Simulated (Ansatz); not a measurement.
# Y3MnN, from a guessed structure to a relaxed one, part 2 of 2

This structure for Y3MnN is made up. Its elements were placed in a known structure type with a cell scaled to their sizes. What cell does the guess relax to, and how far off was it?

Ansatz 0.2.0; DFT, PBEsol, plane-wave PAW, files of the set soft_1, scalar-relativistic, ferromagnetic start, cell and ions relaxed at zero pressure; PAW set soft_1 (the session's first sound run).

So far: The structure; Relaxing cell and atoms. The relaxed cell has a = 4.733 Å (conventional setting).

### Step 3. Electronic structure of the relaxed cell

A second self-consistent run takes a narrower smearing and the mesh shown in its input; the bands follow along the standard path of the relaxed lattice.

This step: DFT, PBEsol, plane-wave PAW, files of the set soft_1, scalar-relativistic, ferromagnetic start, bands and density of states at the relaxed cell; PAW set soft_1 (Ansatz 0.2.0).

Contents of input.yaml:

```yaml
crystal:
  lattice:
    - [4.7334591162, 0.0, 0.0]
    - [0.0, 4.7334591162, 0.0]
    - [0.0, 0.0, 4.7334591162]
  atoms:
    - { symbol: "Y", position: [0.5, 0.0, 0.5] }
    - { symbol: "Y", position: [0.0, 0.5, 0.5] }
    - { symbol: "Y", position: [0.5, 0.5, 0.0] }
    - { symbol: Mn, position: [0.0, 0.0, 0.0], spin: 4.0 }
    - { symbol: "N", position: [0.5, 0.5, 0.5] }
magnetization:
  spin_polarized: true
kpoints:
  mp_grid: { grid: [8, 8, 8] }
  band_path:
    path:
      - [[0.0, 0.0, 0.0], [0.0, 0.5, 0.0], [0.5, 0.5, 0.0], [0.0, 0.0, 0.0], [0.5, 0.5, 0.5], [0.0, 0.5, 0.0]]
      - [[0.5, 0.5, 0.0], [0.5, 0.5, 0.5]]
    npoints: 13
scf:
  occupations: { method: fermi_dirac, width: 0.03 }
  n_extra_bands: 11
hamiltonian:
  xc: pbesol
  pseudopotentials: { kind: paw, azcp: { folder: soft_1 }, xc_functional: pbe }
output:
  forces: true
  stress: true
  write_bands: true
  dos: { projected: true }
  write_density: true
  write_potential: true
  elf: true
  volumetric_format: npy
```

Run with:

```console
ansatz run input.yaml --threads 4 --pin off --max-ram 8192MiB --backend cpu --events-out ev --progress --plain --runs-dir out
```

Numbers of over 12 decimals in the logs are rounded to 6 here.

What it wrote:

```text
[...]
Crystal: 5 atoms, lattice volume = 106.056 Å³
Basis set: ecut = 420 eV, 2103 PW (Γ), exchange–correlation on 64×64×64 points (8 copies of the dense FFT grid, shifted against one another)
Bands: 38, of which v1, the nominal top of the filled ones, is band 27 counted from 1 (26 counted from 0)
Symmetry: 48 space group operations
[...]
k-points: 35 of 512
[...]
Starting moments: Σ|m| = 4 μB on 1 of 5 sites
[...]
SCF iter  14: F=-15635.150736 eV  HF=-15635.150736 eV  |F-HF|=5.26e-9  |Δ(HF+E_count)|=  2.11e-10  Δρ=1.42e-6 (↑6.49e-7 ↓1.42e-6)  dr2=5.83e-9  dr2_m=1.87e-10  M=3.303 μB ∫|m|=4.873 μB  ethr=4.91e-12  ⟨swp⟩=8.5  Hψ=13568  notcnv=0
SCF 1 converged in 14 iterations: F = -15635.150736 eV  dr2 = 5.83e-9
[...]
NSCF: frozen V_eff on 80 k-points
SCF converged after 14 iterations
Magnetization: 3.3032 μB (28.1516 up, 24.8484 down)
Absolute magnetization: 4.8729 μB (∫|ρ↑−ρ↓|, with the PAW one-centre terms)
[...]
Per-site moments (μB) at R_I (Å): [(-0.077520, 0.976276), (-0.077520, 0.976276), (-0.077520, 0.976276), (3.988682, 1.380663), (0.015155, 0.976276)]
Free energy (F): -15635.150736 eV
[...]
Internal energy: -15635.129760 eV  (E = F + TS)
E sigma→0 (E₀):  -15635.140248 eV
Entropy (-TS):   -0.020976 eV (-4.195 meV/atom)
Fermi energy:    11.294516 eV
[...]
--- Stress (GPa, compression-positive) ---
       -0.178157       0.000000       0.000000
        0.000000      -0.178157       0.000000
        0.000000       0.000000      -0.178157
  P = ⅓ Tr σ = -0.1782 GPa (-1.782 kbar)
--- Band table (eV; the first three rows and the last of 70) ---
  k-point 0 ↑: bands = [... 23 lower, 9.3432, 9.3432, 9.3432, 11.3789, 11.3789, 11.3789, 11.6896, 11.6896, ... 7 higher]
  k-point 1 ↑: bands = [... 23 lower, 9.0127, 9.2978, 9.2978, 11.3851, 11.4251, 11.4251, 11.4598, 11.7896, ... 7 higher]
  k-point 2 ↑: bands = [... 23 lower, 8.6509, 9.2194, 9.2194, 10.7581, 11.4013, 11.4380, 11.4380, 12.0927, ... 7 higher]
  k-point 34 ↓: bands = [... 23 lower, 10.9588, 11.9720, 11.9720, 11.9720, 12.1860, 12.1860, 13.1255, 13.1255, ... 7 higher]
```

The job ended after 14 s (4 threads of Arm Neoverse V1, shared host; peak memory 0.58 GiB; 48 s of CPU time).

The column dr2 measures how far the density is from self-consistency, as an energy; F and HF (Harris–Foulkes) agree once it is small.

This step gave:

| Item | Value |
| --- | --- |
| free energy | -15635.1507 eV |
| energy at zero smearing | -15635.1402 eV |
| smearing term TS | 0.02098 eV |
| Fermi energy | 11.29 eV |
| magnetization | 3.303 μB |
| absolute magnetization | 4.873 μB |
| site moments | -0.07752, -0.07752, -0.07752, 3.989, 0.01516 μB |
| pressure | -0.1782 GPa |

bands.tsv at the labelled points (eV, zero at the Fermi level; the bands that come nearest the Fermi level along the path):

```
point  band_26_up  band_27_up  band_28_up  band_29_up  band_23_dn  band_24_dn  band_25_dn  band_26_dn
    Γ        0.08        0.08        0.08        0.40       -1.00       -1.00       -1.00        1.27
    X       -2.11       -0.02       -0.02        0.13       -0.11        0.00        0.00        0.15
    M       -1.03       -1.03       -0.25        1.84       -0.13       -0.10        0.34        0.34
    Γ        0.08        0.08        0.08        0.40       -1.00       -1.00       -1.00        1.27
    R        0.53        0.53        0.53        1.70       -0.34        0.68        0.68        0.68
    X       -2.11       -0.02       -0.02        0.13       -0.11        0.00        0.00        0.15
    M       -1.03       -1.03       -0.25        1.84       -0.13       -0.10        0.34        0.34
    R        0.53        0.53        0.53        1.70       -0.34        0.68        0.68        0.68
```

Spin density in the ac plane at fractional y = 0.500, with atoms of Y and N within 0.2 Å of it.

Ten even steps from '0' (-1.95 × 1e-2 e/Å³) to '9' (1.93 × 1e-2 e/Å³), each cell a mean:
```
11110011000111
11110012101111
11112234321111
00123345432100
10124566543200
10245699854311
11245799864321
10134578654200
00123455543100
11112344332111
11111123211111
11110001000111
11110110100111
```
Columns run along a (4.7 Å), rows up along c (4.7 Å). Atoms in or near the plane, at fractional coordinates: Y at (0.00, 0.50), Y at (0.50, 0.00), N at (0.50, 0.50).

ELF in the ac plane at fractional y = 0.500, with atoms of Y and N within 0.2 Å of it. It is the smooth field of the valence electrons, not physical close to the nuclei.

Values, 13 rows by 14 columns, each cell a mean:
```
0.55 0.45 0.23 0.12 0.51 0.82 0.77 0.68 0.82 0.76 0.28 0.13 0.33 0.51
0.31 0.28 0.18 0.08 0.23 0.61 0.80 0.82 0.75 0.46 0.12 0.11 0.23 0.30
0.14 0.12 0.09 0.07 0.09 0.19 0.32 0.36 0.27 0.14 0.08 0.08 0.10 0.13
0.48 0.35 0.14 0.09 0.23 0.36 0.42 0.43 0.40 0.32 0.15 0.08 0.22 0.42
0.83 0.77 0.47 0.13 0.43 0.73 0.78 0.77 0.78 0.65 0.24 0.22 0.63 0.81
0.66 0.82 0.72 0.22 0.50 0.78 0.59 0.41 0.71 0.74 0.28 0.42 0.82 0.76
0.49 0.78 0.76 0.25 0.51 0.77 0.43 0.16 0.63 0.75 0.29 0.47 0.83 0.68
0.81 0.83 0.62 0.17 0.47 0.78 0.76 0.70 0.79 0.71 0.26 0.32 0.76 0.83
0.71 0.57 0.26 0.10 0.33 0.57 0.64 0.66 0.63 0.50 0.20 0.13 0.39 0.66
0.22 0.15 0.08 0.08 0.13 0.18 0.24 0.26 0.22 0.16 0.10 0.07 0.11 0.19
0.19 0.18 0.14 0.08 0.13 0.39 0.61 0.66 0.54 0.27 0.08 0.10 0.16 0.19
0.46 0.39 0.22 0.10 0.39 0.77 0.83 0.81 0.83 0.66 0.20 0.13 0.30 0.43
0.59 0.48 0.24 0.14 0.57 0.83 0.67 0.49 0.77 0.79 0.34 0.14 0.34 0.55
```
Columns run along a (4.7 Å), rows up along c (4.7 Å). Atoms in or near the plane, at fractional coordinates: Y at (0.00, 0.50), Y at (0.50, 0.00), N at (0.50, 0.50).

Electrostatic potential energy in the ac plane at fractional y = 0.500, with atoms of Y and N within 0.2 Å of it. With pseudopotentials it is smooth inside the atoms' cores, unlike the true potential.

Values in eV, 13 rows by 14 columns, each cell a mean:
```
 14  14  12   8  -7 -32 -44 -46 -41 -22   2  10  13  14
 13  13  12   9   2 -14 -29 -32 -24  -7   6  10  12  13
  8   9  10  10   8   4  -2  -4   0   6   9  10  10   9
 -6  -1   5   9  11  10   9   8   9  11  10   8   3  -4
-34 -25  -7   6  11   8  -3  -8   2  11  10   2 -15 -30
-46 -41 -22   2   9  -5 -31 -39 -21   4   8  -7 -32 -44
-47 -43 -26   1   8 -10 -38 -45 -28   1   7  -9 -35 -46
-42 -35 -15   5  10   3 -16 -23  -8   8   9  -2 -24 -39
-19 -11   0   8  11  11   7   5   9  11  10   6  -4 -15
  4   6   8  10  10   8   5   4   6   9  10   9   7   5
 11  11  11  10   5  -5 -16 -20 -12   0   8  10  11  11
 14  14  12   8  -3 -25 -40 -42 -35 -16   4  10  13  14
 14  14  12   7 -10 -35 -46 -47 -44 -26   0  10  13  14
```
Columns run along a (4.7 Å; values clipped at the 3rd and 97th percentile), rows up along c (4.7 Å). Atoms in or near the plane, at fractional coordinates: Y at (0.00, 0.50), Y at (0.50, 0.00), N at (0.50, 0.50).

### Step 4. Results

| Item | Value |
| --- | --- |
| space group, relaxed | Pm-3m |
| conventional cell | a = 4.733, b = 4.733, c = 4.733 Å; α = 90.0°, β = 90.0°, γ = 90.0° |
| volume per atom | 21.21 Å³ (guess 21.08) |
| total moment | 3.56 μB in the cell of 5 atoms |

In words: Y3MnN relaxes to Pm-3m with a = 4.733, b = 4.733 and c = 4.733 Å. The guessed volume was near the relaxed one. The space group Pm-3m was held in the relaxation, so the end point is a stationary structure within it and may be a saddle against distortions or other arrangements. The input starts from parallel moments, and no other start was typed. Bands cross the Fermi level, so it is a metal or semimetal at this level. On the 8×8×8 mesh with the narrower smearing (relaxed on 6×6×6) the forces vanish, as symmetry may demand, and the largest stress component is 0.178 GPa, against the relaxation's thresholds of 0.015 eV/Å and 0.05 GPa. The cutoff wasn't tested. No dispersion term is used, so weakly bound directions may come out too long. Nothing here tests whether the compound is stable against decomposition.

[Logs are printed without paths, hosts, clocks, repeated set-up lines and the standing remarks that a program may print on its own settings, such as how far it seeks lower states.]

[Hosts, paths, dates, database ids (printed as entryN), source tags and the programs' standing remarks are cut or masked in the printed files.]
